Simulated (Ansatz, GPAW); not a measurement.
**Optical response of NaHgF3 (model structure)**

Wanted: where NaHgF3 (model structure) starts to absorb, how strongly, and its refractive index. The cell was made here by substitution or stacking, whether or not such a phase is known. It was built so: All Cd replaced by Hg and K replaced by Na in the Pm-3m structure of KCdF3. The cell is first relaxed with Ansatz.

Program: GPAW 26.7.0. Level of theory: DFT, PBE, plane-wave PAW (GPAW data sets), scalar-relativistic, RPA, optical limit. Results are calculated unless marked as measured.

**1. Set-up**

It takes space group Pm-3m (No. 221, cubic). The conventional cell has a = 4.009 Å, b = 4.009 Å, c = 4.009 Å, α = 90.00°, β = 90.00°, γ = 90.00°. Nearest to Hg lie 6 F at 2.00 Å. Nearest to Na lie 12 F at 2.83 Å. Nearest to F lie 2 Hg at 2.00 Å and 4 Na at 2.83 Å. All Cd replaced by Hg and K replaced by Na in the Pm-3m structure of KCdF3. Farther neighbours and most contacts between anions are not listed.

**2. Relaxation**

The structure was built or cut out here, so it is relaxed before any spectrum is computed.

This step: DFT, PBE, plane-wave PAW, default files, scalar-relativistic, relaxation (Ansatz 0.2.0).

Contents of input.yaml:

```yaml
crystal:
  lattice:
    - [4.00901928, 0.0, 0.0]
    - [0.0, 4.00901928, 0.0]
    - [0.0, 0.0, 4.00901928]
  atoms:
    - { symbol: Hg, position: [0.5, 0.5, 0.5] }
    - { symbol: Na, position: [0.0, 0.0, 0.0] }
    - { symbol: F, position: [0.5, 0.5, 0.0] }
    - { symbol: F, position: [0.5, 0.0, 0.5] }
    - { symbol: F, position: [0.0, 0.5, 0.5] }
kpoints:
  mp_grid: { grid: [6, 6, 6] }
scf:
  occupations: { method: fermi_dirac, width: 0.05 }
hamiltonian:
  xc: pbe
output:
  forces: true
  stress: true
relax:
  f_tol: 0.02
  max_steps: 50
  cell: {}
```

On the command line:

```bash
> ansatz run input.yaml --threads 1 --pin off --max-ram 4096MiB --backend cpu --events-out ev --progress --plain --runs-dir out
```

Numbers of over 12 decimals in the logs are rounded to 6 here.

Log:

```text
Engine: ansatz 0.2.0, aarch64-unknown-linux-gnu
Pseudopotentials: kind: paw
Pseudopotential: Hg, paw, valence charge 20, recommended cutoff 420 eV (normal), Hg.paw.azcp
Pseudopotential: Na, paw, valence charge 9, recommended cutoff 420 eV (normal), Na.paw.azcp
Pseudopotential: F, paw, valence charge 7, recommended cutoff 420 eV (normal), F.paw.azcp
Functional definition: PBE
  parameter kappa = 0.804
  parameter beta = 0.066725
  exchange = pbe_x(kappa = kappa, mu = beta*pi^2/3)
  correlation = pbe_c(beta = beta)
Crystal: 5 atoms, lattice volume = 64.434 Å³
Basis set: ecut = 420 eV, 1237 PW (Γ), exchange–correlation on 54×54×54 points (8 copies of the dense FFT grid, shifted against one another)
Bands: 30, of which v1, the nominal top of the filled ones, is band 25 counted from 1 (24 counted from 0)
Symmetry: 48 space group operations
Space group: Pm-3m (ITA 221), of the structure as read, at distance tolerance 4.0e-5 Å
k-points: 20 of 216
Non-local potential: Hg, projectors of the file, l = 0: 3, l = 1: 2, l = 2: 2, l = 3: 1
Non-local potential: Na, projectors of the file, l = 0: 3, l = 1: 2, l = 2: 1
Non-local potential: F, projectors of the file, l = 0: 2, l = 1: 2, l = 2: 1
PAW form: soft (Blöchl's): semilocal exchange-correlation on the pseudo side does not see the compensation charge
PAW one-centre angular grid: Hg, 590 points (default); XC on 64 Gauss nodes
PAW one-centre angular grid: Na, 110 points (default); XC on 64 Gauss nodes
PAW one-centre angular grid: F, 110 points (default); XC on 64 Gauss nodes
Initial density: superposition of atomic densities (neutral atoms: chi_scale 0, normalization atom), corrected by the library's trained network
Initial wavefunctions: pseudopotential atomic-orbital guess
Functional: x = pbe(κ = 0.804, μ = 0.219515), c = pbe(β = 0.066725)
SCF iter   1: F=—  HF=-17722.052948 eV  |F-HF|=—  |Δ(HF+E_count)|=         —  Δρ=3.40e-3  dr2=8.16e-3  ethr=1.77e-3  ⟨swp⟩=6.0  Hψ=2460  notcnv=0
preconditioner: auto → Resta (q_TF=auto, 2.615 Å⁻¹)  ε∞=3.6  [insulator: Δε(μ)=0.276 eV  Ē_g=18.290 eV  σ=0.050 eV  W_gap=0.58  n_scr=18 (ndim 8)  ℏωp=29.3 eV  f_vac=0.209  D(μ)=0.79/eV (n_scr^D=0)  ε∞_Penn≈3.6]
SCF iter   2: F=—  HF=-17722.052755 eV  |F-HF|=—  |Δ(HF+E_count)|=   1.93e-4  Δρ=1.49e-3  dr2=1.29e-3  ethr=1.63e-5  ⟨swp⟩=2.0  Hψ=1089  notcnv=0  defer=2
SCF iter   3: F=—  HF=-17722.052870 eV  |F-HF|=—  |Δ(HF+E_count)|=   1.15e-4  Δρ=6.67e-4  dr2=2.92e-4  ethr=2.58e-6  ⟨swp⟩=2.0  Hψ=806  notcnv=0  defer=2
SCF iter   4: F=—  HF=-17722.052891 eV  |F-HF|=—  |Δ(HF+E_count)|=   2.05e-5  Δρ=2.08e-4  dr2=4.37e-5  ethr=5.84e-7  ⟨swp⟩=2.0  Hψ=843  notcnv=0  defer=2
SCF iter   5: F=—  HF=-17722.050269 eV  |F-HF|=—  |Δ(HF+E_count)|=   2.62e-3  Δρ=6.95e-5  dr2=3.98e-6  ethr=8.74e-8  ⟨swp⟩=2.0  Hψ=960  notcnv=0  defer=2
SCF iter   6: F=—  HF=-17722.050270 eV  |F-HF|=—  |Δ(HF+E_count)|=   9.41e-7  Δρ=2.77e-5  dr2=2.40e-7  ethr=7.97e-9  ⟨swp⟩=2.0  Hψ=896  notcnv=0  defer=2
SCF iter   7: F=-17722.050270 eV  HF=-17722.050270 eV  |F-HF|=5.66e-9  |Δ(HF+E_count)|=   1.18e-8  Δρ=6.33e-6  dr2=1.20e-8  ethr=2.00e-10  ⟨swp⟩=4.0  Hψ=1948  notcnv=0
SCF 1 converged in 7 iterations: F = -17722.050270 eV  dr2 = 1.20e-8
  greatest PAW one-centre occupation: 1.001 electrons in one spin orbital (limit 2), on the Hg atom at site 0 (counted from 0), in its partial waves of l = 1
relax step   1: F+E_penalty+E_count = -17722.05026986 eV  Δ(F+E_penalty+E_count) = +0.000e0 eV  max|allowed force component| = 6.379e-28 eV/Å  Δτ_max = 0.0000 Å  P = +50.413 GPa  Ω = 64.434 Å³  (7 SCF iters, dr2 threshold 1.00e-7 eV, accepted)
Crystal: 5 atoms, lattice volume = 74.324 Å³
Basis set: ecut = 420 eV, 1419 PW (Γ), exchange–correlation on 54×54×54 points (8 copies of the dense FFT grid, shifted against one another)
Initial density: handed on by an earlier stage of this run
Initial wavefunctions: those handed on with the density
iter 1 solved again at ethr=4.11e-4 eV; its pass at ethr=3.10e-3 eV (dr2=2.06e-1 eV) is discarded
SCF iter   1: F=—  HF=-17724.223279 eV  |F-HF|=—  |Δ(HF+E_count)|=         —  Δρ=1.42e-2  dr2=2.04e-1  ethr=4.11e-4  ⟨swp⟩=1.0  Hψ=3113  notcnv=0
preconditioner: auto → Resta (q_TF=auto, 2.554 Å⁻¹)  ε∞=3.5  [insulator: Δε(μ)=0.203 eV  Ē_g=17.199 eV  σ=0.050 eV  W_gap=0.77  n_scr=18 (ndim 8)  ℏωp=27.2 eV  f_vac=0.272  D(μ)=0.42/eV (n_scr^D=0)  ε∞_Penn≈3.5]
SCF iter   2: F=—  HF=-17724.153819 eV  |F-HF|=—  |Δ(HF+E_count)|=   6.95e-2  Δρ=7.62e-3  dr2=3.59e-2  ethr=4.07e-4  ⟨swp⟩=2.0  Hψ=903  notcnv=0
SCF iter   3: F=—  HF=-17724.139698 eV  |F-HF|=—  |Δ(HF+E_count)|=   1.41e-2  Δρ=2.47e-3  dr2=5.53e-3  ethr=7.18e-5  ⟨swp⟩=2.6  Hψ=1137  notcnv=0  defer=16
SCF iter   4: F=—  HF=-17724.137981 eV  |F-HF|=—  |Δ(HF+E_count)|=   1.72e-3  Δρ=1.31e-3  dr2=9.57e-4  ethr=1.11e-5  ⟨swp⟩=2.0  Hψ=853  notcnv=0  defer=16
SCF iter   5: F=—  HF=-17724.137808 eV  |F-HF|=—  |Δ(HF+E_count)|=   1.73e-4  Δρ=3.32e-4  dr2=6.92e-5  ethr=1.91e-6  ⟨swp⟩=2.0  Hψ=900  notcnv=0  defer=16
SCF iter   6: F=—  HF=-17724.134614 eV  |F-HF|=—  |Δ(HF+E_count)|=   3.19e-3  Δρ=6.12e-5  dr2=1.70e-6  ethr=1.38e-7  ⟨swp⟩=2.0  Hψ=986  notcnv=0  defer=16
SCF iter   7: F=-17724.134616 eV  HF=-17724.134616 eV  |F-HF|=1.27e-7  |Δ(HF+E_count)|=   1.42e-6  Δρ=1.23e-5  dr2=6.65e-8  ethr=1.00e-9  ⟨swp⟩=4.0  Hψ=2122  notcnv=0
SCF 2 converged in 7 iterations: F = -17724.134616 eV  dr2 = 6.65e-8
relax step   2: F+E_penalty+E_count = -17724.13461590 eV  Δ(F+E_penalty+E_count) = -2.084e0 eV  max|allowed force component| = 3.891e-29 eV/Å  Δτ_max = 0.0000 Å  P = +20.828 GPa  Ω = 74.324 Å³  energy of the carried Pulay correction = -3.052e-2 eV  (7 SCF iters, dr2 threshold 5.00e-7 eV, accepted)
Crystal: 5 atoms, lattice volume = 83.295 Å³
Basis set: ecut = 420 eV, 1647 PW (Γ), exchange–correlation on 54×54×54 points (8 copies of the dense FFT grid, shifted against one another)
iter 1 solved again at ethr=3.28e-4 eV; its pass at ethr=3.10e-3 eV (dr2=1.64e-1 eV) is discarded
SCF iter   1: F=—  HF=-17724.843407 eV  |F-HF|=—  |Δ(HF+E_count)|=         —  Δρ=1.17e-2  dr2=1.56e-1  ethr=3.28e-4  ⟨swp⟩=1.0  Hψ=2895  notcnv=0
preconditioner: auto → Resta (q_TF=auto, 2.506 Å⁻¹)  ε∞=3.4  [insulator: Δε(μ)=0.541 eV  Ē_g=16.536 eV  σ=0.050 eV  W_gap=0.87  n_scr=26 (ndim 8)  ℏωp=25.7 eV  f_vac=0.303  D(μ)=0.17/eV (n_scr^D=0)  ε∞_Penn≈3.4]
SCF iter   2: F=—  HF=-17724.791605 eV  |F-HF|=—  |Δ(HF+E_count)|=   5.18e-2  Δρ=6.46e-3  dr2=2.55e-2  ethr=3.13e-4  ⟨swp⟩=2.1  Hψ=935  notcnv=0
SCF iter   3: F=—  HF=-17724.781917 eV  |F-HF|=—  |Δ(HF+E_count)|=   9.69e-3  Δρ=2.26e-3  dr2=5.00e-3  ethr=5.09e-5  ⟨swp⟩=2.5  Hψ=1124  notcnv=0  defer=14
SCF iter   4: F=—  HF=-17724.780381 eV  |F-HF|=—  |Δ(HF+E_count)|=   1.54e-3  Δρ=1.02e-3  dr2=7.01e-4  ethr=1.00e-5  ⟨swp⟩=2.0  Hψ=828  notcnv=0  defer=14
SCF iter   5: F=—  HF=-17724.780282 eV  |F-HF|=—  |Δ(HF+E_count)|=   9.96e-5  Δρ=2.66e-4  dr2=5.19e-5  ethr=1.40e-6  ⟨swp⟩=2.4  Hψ=955  notcnv=0  defer=14
SCF iter   6: F=—  HF=-17724.777000 eV  |F-HF|=—  |Δ(HF+E_count)|=   3.28e-3  Δρ=5.11e-5  dr2=1.32e-6  ethr=1.04e-7  ⟨swp⟩=2.2  Hψ=992  notcnv=0  defer=14
SCF iter   7: F=-17724.777001 eV  HF=-17724.777001 eV  |F-HF|=2.15e-7  |Δ(HF+E_count)|=   1.45e-6  Δρ=1.46e-5  dr2=1.06e-7  ethr=1.00e-9  ⟨swp⟩=4.0  Hψ=2133  notcnv=0
SCF 3 converged in 7 iterations: F = -17724.777001 eV  dr2 = 1.06e-7
  greatest PAW one-centre occupation: 1.000 electrons in one spin orbital (limit 2), on the Hg atom at site 0 (counted from 0), in its partial waves of l = 1
relax step   3: F+E_penalty+E_count = -17724.77700133 eV  Δ(F+E_penalty+E_count) = -6.424e-1 eV  max|allowed force component| = 2.452e-29 eV/Å  Δτ_max = 0.0000 Å  P = +4.041 GPa  Ω = 83.295 Å³  energy of the carried Pulay correction = -5.471e-2 eV  (7 SCF iters, dr2 threshold 5.00e-7 eV, accepted)
[... from here on, the SCF cycles and remarks between the steps are left out ...]
relax step   4: F+E_penalty+E_count = -17724.80413961 eV  Δ(F+E_penalty+E_count) = -2.714e-2 eV  max|allowed force component| = 4.346e-29 eV/Å  Δτ_max = 0.0000 Å  P = +0.294 GPa  Ω = 85.786 Å³  energy of the carried Pulay correction = -6.092e-2 eV  (6 SCF iters, dr2 threshold 5.00e-7 eV, accepted)
relax step   5: F+E_penalty+E_count = -17724.80383195 eV  Δ(F+E_penalty+E_count) = +3.077e-4 eV  max|allowed force component| = 1.816e-29 eV/Å  Δτ_max = 0.0000 Å  P = +0.002 GPa  Ω = 85.988 Å³  energy of the carried Pulay correction = -6.141e-2 eV  (5 SCF iters, dr2 threshold 2.17e-7 eV, accepted)
relax step   6: F+E_penalty+E_count = -17725.19904699 eV  Δ(F+E_penalty+E_count) = -3.952e-1 eV  max|allowed force component| = 2.956e-29 eV/Å  Δτ_max = 0.0000 Å  P = +6.398 GPa  Ω = 85.988 Å³  stress off target by 6.40e0 GPa  SCF on the basis re-selected at this cell (its energy is not comparable with the rows above)  (10 SCF iters)
relax step   7: F+E_penalty+E_count = -17725.30782960 eV  Δ(F+E_penalty+E_count) = -1.088e-1 eV  max|allowed force component| = 2.248e-29 eV/Å  Δτ_max = 0.0000 Å  P = +2.624 GPa  Ω = 90.500 Å³  energy of the carried Pulay correction = -1.591e-2 eV  (6 SCF iters, dr2 threshold 5.00e-7 eV, accepted)
relax step   8: F+E_penalty+E_count = -17725.32157427 eV  Δ(F+E_penalty+E_count) = -1.374e-2 eV  max|allowed force component| = 4.169e-29 eV/Å  Δτ_max = 0.0000 Å  P = +0.355 GPa  Ω = 93.926 Å³  energy of the carried Pulay correction = -3.324e-2 eV  (6 SCF iters, dr2 threshold 5.00e-7 eV, accepted)
relax step   9: F+E_penalty+E_count = -17725.31888191 eV  Δ(F+E_penalty+E_count) = +2.692e-3 eV  max|allowed force component| = 4.489e-29 eV/Å  Δτ_max = 0.0000 Å  P = +0.025 GPa  Ω = 94.487 Å³  energy of the carried Pulay correction = -3.660e-2 eV  (5 SCF iters, dr2 threshold 3.16e-7 eV, accepted)
relax step  10: F+E_penalty+E_count = -17725.36002457 eV  Δ(F+E_penalty+E_count) = -4.114e-2 eV  max|allowed force component| = 4.936e-29 eV/Å  Δτ_max = 0.0000 Å  P = +0.216 GPa  Ω = 94.487 Å³  stress off target by 2.16e-1 GPa  SCF on the basis re-selected at this cell (its energy is not comparable with the rows above)  (8 SCF iters)
relax step  11: F+E_penalty+E_count = -17725.35932317 eV  Δ(F+E_penalty+E_count) = +7.014e-4 eV  max|allowed force component| = 1.961e-29 eV/Å  Δτ_max = 0.0000 Å  P = +0.010 GPa  Ω = 94.856 Å³  energy of the carried Pulay correction = -9.612e-4 eV  (5 SCF iters, dr2 threshold 1.16e-7 eV, accepted)
iter 1 solved again at ethr=2.12e-7 eV; its pass at ethr=3.10e-3 eV (dr2=1.06e-4 eV) is discarded
SCF iter   1: F=—  HF=-17725.359848 eV  |F-HF|=—  |Δ(HF+E_count)|=         —  Δρ=9.95e-5  dr2=5.45e-7  ethr=2.12e-7  ⟨swp⟩=3.0  Hψ=3868  notcnv=0
preconditioner: auto → Resta (q_TF=auto, 2.452 Å⁻¹)  ε∞=3.3  [insulator: Δε(μ)=0.396 eV  Ē_g=15.890 eV  σ=0.050 eV  W_gap=0.92  n_scr=26 (ndim 8)  ℏωp=24.1 eV  f_vac=0.331  D(μ)=0.03/eV (n_scr^D=0)  ε∞_Penn≈3.3]
SCF iter   2: F=—  HF=-17725.360156 eV  |F-HF|=—  |Δ(HF+E_count)|=   3.08e-4  Δρ=5.02e-5  dr2=2.48e-7  ethr=1.09e-9  ⟨swp⟩=2.8  Hψ=1157  notcnv=0
SCF iter   3: F=—  HF=-17725.360249 eV  |F-HF|=—  |Δ(HF+E_count)|=   9.34e-5  Δρ=2.53e-5  dr2=3.71e-8  ethr=4.95e-10  ⟨swp⟩=2.1  Hψ=848  notcnv=0
SCF iter   4: F=—  HF=-17725.360278 eV  |F-HF|=—  |Δ(HF+E_count)|=   2.83e-5  Δρ=7.76e-6  dr2=5.98e-9  ethr=7.42e-11  ⟨swp⟩=2.0  Hψ=981  notcnv=0
SCF iter   5: F=—  HF=-17725.360281 eV  |F-HF|=—  |Δ(HF+E_count)|=   3.01e-6  Δρ=1.73e-6  dr2=1.32e-9  ethr=1.20e-11  ⟨swp⟩=2.0  Hψ=972  notcnv=0
SCF iter   6: F=—  HF=-17725.360281 eV  |F-HF|=—  |Δ(HF+E_count)|=   4.71e-8  Δρ=5.36e-7  dr2=1.76e-10  ethr=2.63e-12  ⟨swp⟩=2.2  Hψ=840  notcnv=0
SCF iter   7: F=-17725.360281 eV  HF=-17725.360281 eV  |F-HF|=1.46e-11  |Δ(HF+E_count)|=  2.40e-10  Δρ=1.01e-7  dr2=3.45e-12  ethr=1.00e-12  ⟨swp⟩=4.0  Hψ=2037  notcnv=0
SCF 12 converged in 7 iterations: F = -17725.360281 eV  dr2 = 3.45e-12
relax step  12: F+E_penalty+E_count = -17725.36028069 eV  Δ(F+E_penalty+E_count) = -9.575e-4 eV  max|allowed force component| = 2.110e-29 eV/Å  Δτ_max = 0.0000 Å  P = +0.015 GPa  Ω = 94.856 Å³  stress off target by 1.46e-2 GPa  SCF on the basis re-selected at this cell (its energy is not comparable with the rows above)  (7 SCF iters)
basis re-selected at this cell: Δ(F+E_penalty+E_count) = -9.575e-4 eV, ΔP = +0.004 GPa vs the last step (what re-selecting the basis moved, of the pressure what is left beyond the Pulay correction that the steps carried, after the strain that the cell walked since its last selection, with what the two solves' SCF thresholds leave and, on support functions, any second-order correction that the steps lacked; it is no m [...]
SCF converged after 7 iterations
Free energy (F): -17725.360281 eV
Harris-Foulkes:  -17725.360281 eV  (|F-HF|=1.46e-11)
Internal energy: -17725.359933 eV  (E = F + TS)
E sigma→0 (E₀):  -17725.360107 eV
Entropy (-TS):   -0.000348 eV (-0.070 meV/atom)
Fermi energy:    3.443167 eV
--- Per-component energies (eV) ---
  E_band       = -897.306595
  E_kinetic    = 1338.939214
  E_local      = -6959.556811  (includes V_loc(G=0)·N_el)
  E_nonlocal   = 412.124088
  E_hartree    = 2802.223039
  E_xc         = -496.165478
  E_vxc        = -615.607221  (∫ρ·V_xc dr)
  E_paw        = -10808.986248  (= ΣΔE_a)
  E_vpaw       = -677.659148  (= ΣTr[D̂ρ^β])
  E_aug_tail   = 0.007228  (compensation charges beyond the density's cutoff)
  E_ewald      = -4013.944965
  E_smearing   = -0.000348  (= −TS)
  E_closure    = -0.000000  (closes the sum)
  Σ components = -17725.360281   (vs F -17725.360281, Δ=0.00e0)
--- Forces (eV/Å), atoms counted from 1 ---
  atom   1  Hg    -0.00000000     0.00000000     0.00000000
  atom   2  Na    -0.00000000     0.00000000     0.00000000
  atom   3  F      0.00000000     0.00000000    -0.00000000
  atom   4  F      0.00000000    -0.00000000     0.00000000
  atom   5  F      0.00000000     0.00000000    -0.00000000
  max |Σ_I F_I| component: 2.07e-29 eV/Å
--- Stress (GPa, compression-positive) ---
        0.014586       0.000000      -0.000000
        0.000000       0.014586       0.000000
       -0.000000       0.000000       0.014586
  P = ⅓ Tr σ = 0.0146 GPa (0.146 kbar)
--- Relaxed structure (9 steps of the walk, 9 accepted, 3 SCFs on fresh bases) ---
  F+E_penalty+E_count = -17725.36028069 eV   max|allowed force component| = 2.110e-29 eV/Å   (the final SCF, on the basis selected at the relaxed cell)
  cell:  # Å, volume = 94.8557 Å³
    - [4.560591, 0, 0]
    - [0, 4.560591, 0]
    - [0, 0, 4.560591]
  atoms:
    - { symbol: Hg, position: [0.5, 0.5, 0.5] }
    - { symbol: Na, position: [0, 0, 0] }
    - { symbol: F, position: [0.5, 0.5, 0] }
    - { symbol: F, position: [0.5, 0, 0.5] }
    - { symbol: F, position: [0, 0.5, 0.5] }
```

It took 32 s on 1 thread of Arm Neoverse V1, shared host; peak memory 0.36 GiB.

Relaxation path:

| step | energy less that of the first step (eV) | largest force component (eV/Å) | pressure (GPa) | volume (Å³) |
| --- | --- | --- | --- | --- |
| 1 | 0.0000 | 0.0000 | 50.41 | 64.43 |
| 2 | -2.0843 | 0.0000 | 20.83 | 74.32 |
| 3 | -2.7267 | 0.0000 | 4.04 | 83.30 |
| 4 | -2.7539 | 0.0000 | 0.29 | 85.79 |
| 5 | -2.7536 | 0.0000 | 0.00 | 85.99 |
| 6* | -3.1488 | 0.0000 | 6.40 | 85.99 |
| 7 | -3.2576 | 0.0000 | 2.62 | 90.50 |
| 8 | -3.2713 | 0.0000 | 0.36 | 93.93 |
| 9 | -3.2686 | 0.0000 | 0.03 | 94.49 |
| 10* | -3.3098 | 0.0000 | 0.22 | 94.49 |
| 11 | -3.3091 | 0.0000 | 0.01 | 94.86 |
| 12* | -3.3100 | 0.0000 | 0.01 | 94.86 |

Relaxation steps marked * repeat the geometry before them on a plane-wave basis chosen anew for their cell, so energy and pressure can jump there.

The run keeps the 48 symmetry operations that it works with, so distortions that break them were not tested.

| cell as run | before | after | change |
| --- | --- | --- | --- |
| a (Å) | 4.009 | 4.561 | +13.8 % |
| b (Å) | 4.009 | 4.561 | +13.8 % |
| c (Å) | 4.009 | 4.561 | +13.8 % |
| volume (Å³/atom) | 12.89 | 18.97 | +47.2 % |

The relaxed structure:

```xyz
5
Lattice="4.5606 0.0000 0.0000 0.0000 4.5606 0.0000 0.0000 0.0000 4.5606" Properties=species:S:1:pos:R:3 pbc="T T T"
Hg    2.2803    2.2803    2.2803
Na    0.0000    0.0000    0.0000
F     2.2803    2.2803    0.0000
F     2.2803    0.0000    2.2803
F     0.0000    2.2803    2.2803
```

The relaxation ends with a pressure of 0.01 GPa.

[end of part 1 of 3]

[Machine, clock and banner lines and Python warnings are left out of the logs.]

[Logs are printed without paths, hosts, clocks, repeated set-up lines and the standing remarks that a program may print on its own settings, such as how far it seeks lower states.]

[Hosts, paths, dates, database ids (printed as entryN), source tags and the programs' standing remarks are cut or masked in the printed files.]
